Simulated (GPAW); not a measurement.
# YAgS2 (R3m): the Y L₃ absorption edge, part 3 of 3

Aim: the near-edge shape at the Y L₃ edge of YAgS2 (R3m), and what the core hole does to it.

GPAW 26.7.0; X-ray absorption from dipole matrix elements to empty bands, plane-wave PAW LDA.

So far. Step 3 (Spectrum without a core hole, Y atom 2): Main maxima below 30 eV (height): 3.0 eV (2.65), 9.0 eV (0.88) and 25.8 eV (0.63). At an L edge the dipole rule selects empty d (and weakly s) states on the absorber, and the strong line at the onset measures the empty part of its d band. Step 5 (Spectrum with FCH, Y atom 2): Main maxima below 30 eV (height): 0.4 eV (3.99), 2.0 eV (3.34), 9.4 eV (0.72) and 25.6 eV (0.58). 

## 7. Spectrum with FCH, Y atom 2

A smaller cell brings the holes closer; here they are 4.0 Å apart.

Changed against the first core-hole run: supercell atoms from 12 to 4; the field's mesh follows (3×3×3 to 5×5×5).

Contents of xas.py:

```python
import numpy as np
from ase import Atoms
from ase.parallel import parprint, paropen
from gpaw import GPAW, PW, FermiDirac, Mixer, MixerDif, setup_paths
from gpaw.test import gen
setup_paths.insert(0, '.')
gen('Y', name='fch2p', xcname='LDA', corehole=(2, 1, 1), write_xml=True)
from gpaw.mpi import world
world.barrier()

atoms = Atoms('AgYS2',
    cell=[[3.96893235, 0, 0],
     [-1.98446618, -3.43719624, 0],
     [0, 2.29146416, -6.93945057]],
    scaled_positions=[[0.85137119, 0.70274238, 0.55411357],
     [0.00038215, 0.0007643, 0.00114645],
     [0.25505981, 0.51011962, 0.76517943],
     [0.73418785, 0.4683757, 0.20256355]],
    pbc=True)
atoms.calc = calc = GPAW(legacy_gpaw=True, mode=PW(430, force_complex_dtype=True), xc='LDA', setups={1: 'fch2p'},
    kpts={'size': (5, 5, 5), 'gamma': True}, occupations=FermiDirac(0.02),
    charge=0, mixer=Mixer(0.1, 5, 50), maxiter=150,
    convergence={'density': 0.0001, 'eigenstates': 1e-6}, txt='scf.txt')
energy = atoms.get_potential_energy() + calc.get_reference_energy()
ef = calc.get_fermi_level()
out = dict(energy=energy, fermi=ef, forces=atoms.get_forces().tolist())
parprint(f'all-electron energy {energy:.4f} eV, Fermi level {ef:.4f} eV')
ev = np.array([[calc.get_eigenvalues(k, s) for k in range(len(calc.get_ibz_k_points()))] for s in range(calc.get_number_of_spins())])
out['homo'], out['lumo'], out['counts'] = ev[ev < ef].max(), ev[ev > ef].min(), sorted(set((ev < ef).sum((0, 2)).tolist()))
out['filled'] = (ev[:, 0] < ef).sum(1).tolist()

from ase.units import Ha
from gpaw.xas import dipole_matrix_elements
nb = int(calc.get_number_of_electrons() / 2) + 64
top, nb = nb, nb + 8 + nb // 12
nscf = calc.fixed_density(kpts={'size': (5, 5, 5), 'gamma': True}, nbands=nb,
    convergence={'bands': top, 'eigenstates': 5e-3}, maxiter=60, txt='nscf.txt')
cell = atoms.cell.array
ops = [cell.T @ U.T @ np.linalg.inv(cell.T) for U in nscf.wfs.kd.symmetry.op_scc]
filled = [20]  # bands filled in the ground state, by spin
E = np.arange(-6, 34, 0.1)
fwhm = np.interp(E, [4, 25], [1.5, 3.5])
Y, X, zero, highest = 0, 0, 1e9, 1e9
for spin in range(nscf.get_number_of_spins()):
    wfs = nscf.wfs
    mine = wfs.bd.get_slice()  # this rank's bands
    A = dipole_matrix_elements(wfs.setups[1])
    eps = np.zeros((wfs.kd.nibzkpts, nb))
    d = np.zeros((3, A.shape[1], wfs.kd.nibzkpts, nb), complex)
    for kpt in wfs.kpt_u:
        if kpt.s == spin and 1 in kpt.P_ani:
            eps[kpt.k, mine] = kpt.eps_n * Ha
            d[:, :, kpt.k, mine] = (kpt.weight * wfs.nspins / 2) ** 0.5 * np.inner(A, kpt.P_ani[1])
    world.sum(eps)
    world.sum(d)
    T = np.einsum('amkn,bmkn->abkn', d, d.conj()).real
    T = sum(np.einsum('ai,ijkn,bj->abkn', R, T, R) for R in ops) / len(ops)
    empty = np.ones_like(eps, bool) & (np.arange(nb) >= filled[spin])
    zero, highest = min(zero, eps[empty].min()), min(highest, eps[:, top - 1].min())
    lines = [(eps, T, empty)] if spin == 0 else lines + [(eps, T, empty)]
for eps, T, empty in lines:
    f = np.einsum('aakn->akn', T).reshape(3, -1)
    x = eps.ravel() - zero
    w = np.interp(x, E, fwhm) / 2.35482
    g = np.exp(-0.5 * ((E[:, None] - x) / w) ** 2) / (w * (2 * np.pi) ** 0.5)
    Y = Y + (f * empty.ravel()) @ g.T
    X = X + (f * ~empty.ravel()) @ g.T
out.update(E=E.round(2).tolist(), xas=Y.tolist(), xes=X.tolist(), zero=zero, valid=highest - zero, nk=len(eps), nb=nb)
for i in range(0, len(E), 10):
    parprint(f'{E[i]:7.2f}', *(f'{v:10.3e}' for v in Y[:, i]))
import json
with paropen('out.json', 'w') as f:
    json.dump(out, f)
```

On the command line:

```
> OMP_NUM_THREADS=1 mpirun -n 4 gpaw python xas.py
```

Numbers of over 12 decimals in the logs are rounded to 6 here.

Log:

```text
Input parameters:
  convergence: {density: 0.0001,
                eigenstates: 1e-06}
  kpts: {gamma: True,
         size: (5, 5, 5)}
  maxiter: 150
  mixer: {backend: pulay,
          beta: 0.1,
          method: separate,
          nmaxold: 5,
          weight: 50}
  mode: {ecut: 430.0,
         force_complex_dtype: True,
         name: pw}
  occupations: {fixmagmom: False,
                name: fermi-dirac,
[...]
*d    :     0.534913
--------------------------------

Diagonalizing with gridspacing h=0.050

state   all-electron     PAW
-------------------------------
4s:      -2.317952    -2.318410
4p:      -1.537864    -1.538528
4d:      -0.465087    -0.465594
*f:                   -0.036509
-------------------------------
all-electron energy -256034.6542 eV, Fermi level 4.5885 eV
[...]
32.00  1.165e-05  1.165e-05  1.098e-05
  33.00  1.264e-05  1.264e-05  1.197e-05
[key lines of the parts left out:]
Converged after 18 iterations.
Dipole moment: (3.879690, -1.567190, 0.524531) |e|*Ang
Free energy:    -38.355821
Fermi level: 4.58854
```

Wall time 26 s (4 MPI ranks of Intel Xeon 6975P-C (Granite Rapids), shared host); peak memory 0.32 GiB; 1.7 min of CPU time.

These settings depart from the first run's and aren't meant as converged.

Against the first run the r.m.s. difference is 28 %. A shift of +0.6 eV leaves 12 %. The highest intensity below 24 eV goes from 0.4 eV (3.99) to 1.4 eV (4.08).

| E (eV) | first run | this run |
| --- | --- | --- |
| -2.0 | 0.01 | 0.00 |
| -0.5 | 1.57 | 0.57 |
| 1.0 | 3.46 | 3.81 |
| 2.5 | 3.10 | 3.08 |
| 4.0 | 1.01 | 1.27 |
| 5.5 | 0.47 | 0.41 |
| 7.0 | 0.48 | 0.45 |
| 8.5 | 0.66 | 0.67 |
| 10.0 | 0.67 | 0.62 |
| 11.5 | 0.50 | 0.50 |
| 13.0 | 0.49 | 0.47 |
| 14.5 | 0.49 | 0.45 |
| 16.0 | 0.48 | 0.43 |
| 17.5 | 0.49 | 0.46 |
| 19.0 | 0.48 | 0.45 |
| 20.5 | 0.52 | 0.46 |
| 22.0 | 0.56 | 0.52 |
| 23.5 | 0.56 | 0.53 |
| 25.0 | 0.58 | 0.55 |
| 26.5 | 0.57 | 0.56 |
| 28.0 | 0.53 | 0.52 |
| 29.5 | 0.50 | 0.46 |
| 31.0 | 0.51 | 0.47 |

## 8. Supercell without a hole, the energy reference

The cell and mesh change for the next run, so it gets a reference energy of its own.

Contents of scf.py:

```python
import numpy as np
from ase import Atoms
from ase.parallel import parprint, paropen
from gpaw import GPAW, PW, FermiDirac, Mixer, MixerDif, setup_paths
from gpaw.test import gen
setup_paths.insert(0, '.')
gen('Y', name='nch2p', xcname='LDA', corehole=(2, 1, 0), write_xml=True)
from gpaw.mpi import world
world.barrier()

atoms = Atoms('Ag3Y3S6',
    cell=[[-5.95339853, -3.43719624, 0],
     [5.95339853, -3.43719624, 0],
     [1.98446618, 1.14573208, 6.93945057]],
    scaled_positions=[[0.14862881, 0, 0.44588643],
     [0.81529548, 0.33333333, 0.44588643],
     [0.48196214, 0.66666667, 0.44588643],
     [0.99961785, 0, 0.99885355],
     [0.66628452, 0.33333333, 0.99885355],
     [0.33295118, 0.66666667, 0.99885355],
     [0.74494019, 0, 0.23482057],
     [0.41160686, 0.33333333, 0.23482057],
     [0.07827352, 0.66666667, 0.23482057],
     [0.26581215, 0, 0.79743645],
     [0.93247882, 0.33333333, 0.79743645],
     [0.59914548, 0.66666667, 0.79743645]],
    pbc=True)
atoms.calc = calc = GPAW(legacy_gpaw=True, mode=PW(430, force_complex_dtype=True), xc='LDA', setups={3: 'nch2p'},
    kpts={'size': (2, 2, 2), 'gamma': True}, occupations=FermiDirac(0.02),
    charge=0, mixer=Mixer(0.1, 5, 50), maxiter=150,
    convergence={'density': 0.0001, 'eigenstates': 1e-6}, txt='scf.txt')
energy = atoms.get_potential_energy() + calc.get_reference_energy()
ef = calc.get_fermi_level()
out = dict(energy=energy, fermi=ef, forces=atoms.get_forces().tolist())
parprint(f'all-electron energy {energy:.4f} eV, Fermi level {ef:.4f} eV')
ev = np.array([[calc.get_eigenvalues(k, s) for k in range(len(calc.get_ibz_k_points()))] for s in range(calc.get_number_of_spins())])
out['homo'], out['lumo'], out['counts'] = ev[ev < ef].max(), ev[ev > ef].min(), sorted(set((ev < ef).sum((0, 2)).tolist()))
out['filled'] = (ev[:, 0] < ef).sum(1).tolist()
import json
with paropen('out.json', 'w') as f:
    json.dump(out, f)
```

On the command line:

```
> OMP_NUM_THREADS=1 mpirun -n 4 gpaw python scf.py
```

Log:

```text
Input parameters:
  convergence: {density: 0.0001,
                eigenstates: 1e-06}
  kpts: {gamma: True,
         size: (2, 2, 2)}
  maxiter: 150
  mixer: {backend: pulay,
          beta: 0.1,
          method: separate,
          nmaxold: 5,
          weight: 50}
  mode: {ecut: 430.0,
         force_complex_dtype: True,
         name: pw}
  occupations: {fixmagmom: False,
                name: fermi-dirac,
[...]
5s(2) :    -0.155371     0.971849
4p(6) :    -1.027192     0.548140
5p(0) :    -0.054980     0.976393
4d(1) :    -0.097195     0.865310
*d    :     0.902805
--------------------------------

Diagonalizing with gridspacing h=0.050

state   all-electron     PAW
-------------------------------
4s:      -1.763072    -1.763529
4p:      -1.027192    -1.027856
4d:      -0.097195    -0.097523
*f:                    0.059866
-------------------------------
all-electron energy -774375.7889 eV, Fermi level 5.2681 eV
[key lines of the parts left out:]
Converged after 16 iterations.
Dipole moment: (0.810890, 0.468168, 1.356300) |e|*Ang
Free energy:    -71.029233
Fermi level: 5.26805
```

Run time: 18 s. Hardware: 4 MPI ranks; peak memory 0.32 GiB; 73 s of CPU time.

Reference energy: -774375.789 eV with the cores included.

## 9. Spectrum with FCH, Y atom 2

A test of how far the result depends on this setting.

Changed against the first core-hole run: k-point spacing of the field to 0.6.

xas.py, as its differences from that of step 7:

```diff
@@ -10,13 +10,21 @@
 
-atoms = Atoms('AgYS2',
-    cell=[[3.96893235, 0, 0],
-     [-1.98446618, -3.43719624, 0],
-     [0, 2.29146416, -6.93945057]],
-    scaled_positions=[[0.85137119, 0.70274238, 0.55411357],
-     [0.00038215, 0.0007643, 0.00114645],
-     [0.25505981, 0.51011962, 0.76517943],
-     [0.73418785, 0.4683757, 0.20256355]],
+atoms = Atoms('Ag3Y3S6',
+    cell=[[-5.95339853, -3.43719624, 0],
+     [5.95339853, -3.43719624, 0],
+     [1.98446618, 1.14573208, 6.93945057]],
+    scaled_positions=[[0.14862881, 0, 0.44588643],
+     [0.81529548, 0.33333333, 0.44588643],
+     [0.48196214, 0.66666667, 0.44588643],
+     [0.99961785, 0, 0.99885355],
+     [0.66628452, 0.33333333, 0.99885355],
+     [0.33295118, 0.66666667, 0.99885355],
+     [0.74494019, 0, 0.23482057],
+     [0.41160686, 0.33333333, 0.23482057],
+     [0.07827352, 0.66666667, 0.23482057],
+     [0.26581215, 0, 0.79743645],
+     [0.93247882, 0.33333333, 0.79743645],
+     [0.59914548, 0.66666667, 0.79743645]],
     pbc=True)
-atoms.calc = calc = GPAW(legacy_gpaw=True, mode=PW(430, force_complex_dtype=True), xc='LDA', setups={1: 'fch2p'},
-    kpts={'size': (5, 5, 5), 'gamma': True}, occupations=FermiDirac(0.02),
+atoms.calc = calc = GPAW(legacy_gpaw=True, mode=PW(430, force_complex_dtype=True), xc='LDA', setups={3: 'fch2p'},
+    kpts={'size': (2, 2, 2), 'gamma': True}, occupations=FermiDirac(0.02),
     charge=0, mixer=Mixer(0.1, 5, 50), maxiter=150,
@@ -33,5 +41,5 @@
 from gpaw.xas import dipole_matrix_elements
-nb = int(calc.get_number_of_electrons() / 2) + 64
+nb = int(calc.get_number_of_electrons() / 2) + 186
 top, nb = nb, nb + 8 + nb // 12
-nscf = calc.fixed_density(kpts={'size': (5, 5, 5), 'gamma': True}, nbands=nb,
+nscf = calc.fixed_density(kpts={'size': (3, 3, 3), 'gamma': True}, nbands=nb,
     convergence={'bands': top, 'eigenstates': 5e-3}, maxiter=60, txt='nscf.txt')
@@ -39,3 +47,3 @@
 ops = [cell.T @ U.T @ np.linalg.inv(cell.T) for U in nscf.wfs.kd.symmetry.op_scc]
-filled = [20]  # bands filled in the ground state, by spin
+filled = [60]  # bands filled in the ground state, by spin
 E = np.arange(-6, 34, 0.1)
@@ -46,3 +54,3 @@
     mine = wfs.bd.get_slice()  # this rank's bands
-    A = dipole_matrix_elements(wfs.setups[1])
+    A = dipole_matrix_elements(wfs.setups[3])
     eps = np.zeros((wfs.kd.nibzkpts, nb))
@@ -50,5 +58,5 @@
     for kpt in wfs.kpt_u:
-        if kpt.s == spin and 1 in kpt.P_ani:
+        if kpt.s == spin and 3 in kpt.P_ani:
             eps[kpt.k, mine] = kpt.eps_n * Ha
-            d[:, :, kpt.k, mine] = (kpt.weight * wfs.nspins / 2) ** 0.5 * np.inner(A, kpt.P_ani[1])
+            d[:, :, kpt.k, mine] = (kpt.weight * wfs.nspins / 2) ** 0.5 * np.inner(A, kpt.P_ani[3])
     world.sum(eps)
```

On the command line:

```
> OMP_NUM_THREADS=1 mpirun -n 4 gpaw python xas.py
```

Log:

```text
Input parameters:
  convergence: {density: 0.0001,
                eigenstates: 1e-06}
  kpts: {gamma: True,
         size: (2, 2, 2)}
  maxiter: 150
  mixer: {backend: pulay,
          beta: 0.1,
          method: separate,
          nmaxold: 5,
          weight: 50}
  mode: {ecut: 430.0,
         force_complex_dtype: True,
         name: pw}
  occupations: {fixmagmom: False,
                name: fermi-dirac,
[...]
*d    :     0.534913
--------------------------------

Diagonalizing with gridspacing h=0.050

state   all-electron     PAW
-------------------------------
4s:      -2.317952    -2.318410
4p:      -1.537864    -1.538528
4d:      -0.465087    -0.465594
*f:                   -0.036509
-------------------------------
all-electron energy -772285.2550 eV, Fermi level 4.8639 eV
[...]
32.00  1.177e-05  1.184e-05  1.113e-05
  33.00  1.298e-05  1.301e-05  1.205e-05
[key lines of the parts left out:]
Converged after 16 iterations.
Dipole moment: (0.844731, 0.487706, 1.439744) |e|*Ang
Free energy:    -85.783442
Fermi level: 4.86388
```

Elapsed: 86 s, on 4 MPI ranks; peak memory 0.54 GiB; 5.7 min of CPU time.

| E (eV) | first run | this run |
| --- | --- | --- |
| -2.0 | 0.01 | 0.01 |
| -1.0 | 0.42 | 0.43 |
| 0.0 | 3.25 | 3.29 |
| 1.0 | 3.46 | 3.47 |
| 2.0 | 3.34 | 3.34 |
| 3.0 | 2.38 | 2.36 |
| 4.0 | 1.01 | 1.00 |
| 5.0 | 0.53 | 0.52 |
| 6.0 | 0.44 | 0.44 |
| 7.0 | 0.48 | 0.48 |
| 8.0 | 0.59 | 0.59 |
| 9.0 | 0.71 | 0.70 |
| 10.0 | 0.67 | 0.67 |
| 11.0 | 0.54 | 0.55 |
| 12.0 | 0.48 | 0.48 |
| 13.0 | 0.49 | 0.49 |
| 14.0 | 0.50 | 0.50 |
| 15.0 | 0.49 | 0.49 |
| 16.0 | 0.48 | 0.48 |
| 17.0 | 0.49 | 0.49 |
| 18.0 | 0.49 | 0.49 |
| 19.0 | 0.48 | 0.48 |
| 20.0 | 0.50 | 0.50 |
| 21.0 | 0.54 | 0.54 |
| 22.0 | 0.56 | 0.56 |
| 23.0 | 0.56 | 0.56 |
| 24.0 | 0.57 | 0.57 |
| 25.0 | 0.58 | 0.58 |
| 26.0 | 0.58 | 0.58 |
| 27.0 | 0.56 | 0.56 |
| 28.0 | 0.53 | 0.54 |
| 29.0 | 0.51 | 0.51 |
| 30.0 | 0.49 | 0.49 |
| 31.0 | 0.51 | 0.51 |
| 32.0 | 0.55 | 0.55 |

Against the first run the r.m.s. difference is 1 %. The highest intensity below 24 eV stays at 0.4 eV.

The photon energy of the zero moves by +0.01 eV.

## 10. With and without the hole

Both curves are counted from their own zero, so only the shift of weight within the empty states shows.

| E (eV) | no hole | FCH |
| --- | --- | --- |
| -2.0 | 0.00 | 0.01 |
| -1.0 | 0.04 | 0.42 |
| 0.0 | 0.44 | 3.25 |
| 1.0 | 1.24 | 3.46 |
| 2.0 | 2.08 | 3.34 |
| 3.0 | 2.65 | 2.38 |
| 4.0 | 2.29 | 1.01 |
| 5.0 | 1.59 | 0.53 |
| 6.0 | 1.01 | 0.44 |
| 7.0 | 0.76 | 0.48 |
| 8.0 | 0.77 | 0.59 |
| 9.0 | 0.88 | 0.71 |
| 10.0 | 0.82 | 0.67 |
| 11.0 | 0.73 | 0.54 |
| 12.0 | 0.62 | 0.48 |
| 13.0 | 0.60 | 0.49 |
| 14.0 | 0.59 | 0.50 |
| 15.0 | 0.56 | 0.49 |
| 16.0 | 0.56 | 0.48 |
| 17.0 | 0.56 | 0.49 |
| 18.0 | 0.53 | 0.49 |
| 19.0 | 0.50 | 0.48 |
| 20.0 | 0.52 | 0.50 |
| 21.0 | 0.56 | 0.54 |
| 22.0 | 0.58 | 0.56 |
| 23.0 | 0.58 | 0.56 |
| 24.0 | 0.59 | 0.57 |
| 25.0 | 0.62 | 0.58 |
| 26.0 | 0.63 | 0.58 |
| 27.0 | 0.61 | 0.56 |
| 28.0 | 0.57 | 0.53 |
| 29.0 | 0.52 | 0.51 |
| 30.0 | 0.50 | 0.49 |
| 31.0 | 0.52 | 0.51 |
| 32.0 | 0.57 | 0.55 |

With each curve scaled to its own mean, the area from −2 to 6 eV with the hole is 14.6 against 10.9, and the centre of weight from −1 to 20 eV moves by -1.9 eV: the hole pulls the absorber's empty states down.

## 11. What came out

| Property | Result |
| --- | --- |
| absorber and edge | Y L₃, atom 2 of the ground-state input (counted from 1) |
| surroundings | 3 S at 2.68 Å and 3 S at 2.82 Å (distorted octahedral, site symmetry 3m) |
| highest intensity below 24 eV | 0.4 eV above the zero, height 3.99 |

What this shows: The Y L₃ edge of atom 2, with 3 S at 2.68 Å and 3 S at 2.82 Å (distorted octahedral, site symmetry 3m), has its highest intensity of the first 24 eV at 0.4 eV above the zero, 4.0 times the mean level of the first 20 eV (Gaussian full width 1.5 eV up to 4 eV, rising linearly to 3.5 eV at 25 eV). With each curve scaled to its own mean, the area from −2 to 6 eV with the hole is 14.6 against 10.9, and the centre of weight from −1 to 20 eV moves by -1.9 eV: the hole pulls the absorber's empty states down. A cell with holes 4.0 Å apart changes the curve by 28 % r.m.s. (12 % after the best shift). Changing the k-point spacing of the field to 0.6 alters the shape by 1 % r.m.s., so this setting is converged. At the Y L₃ edge of atom 2 polarisation matters most near 1.8 eV, where the curves differ by 0.4 on this scale. Only the L₃ part is meant: spin–orbit coupling of the core level isn't computed and the L₂ copy isn't added. The mesh is coarse (0.37 Å⁻¹ between points), so small maxima may be mesh ripples. Lifetime broadening is put in by hand, and intensities beyond about 20 eV depend on it and on the partial waves; weight that the partial waves miss at high energy is lost. The structure is a computed Materials Project entry and may be a hypothetical form.

[Banner, clock and machine lines of the logs are left out without a mark of their own.]

[Logs are printed without paths, hosts, clocks, repeated set-up lines and the standing remarks that a program may print on its own settings, such as how far it seeks lower states.]

[Hosts, paths, dates, database ids (printed as entryN), source tags and the programs' standing remarks are cut or masked in the printed files.]

[Lists of maxima count a maximum above −3 eV only where it reaches 4 % of the highest in the window and stands out from its surroundings by 2 % of it (1.5 % where it reaches 55 %); shoulders and weaker maxima are passed over, and of the rest the first, up to two pre-edge ones and the few strongest are named.]
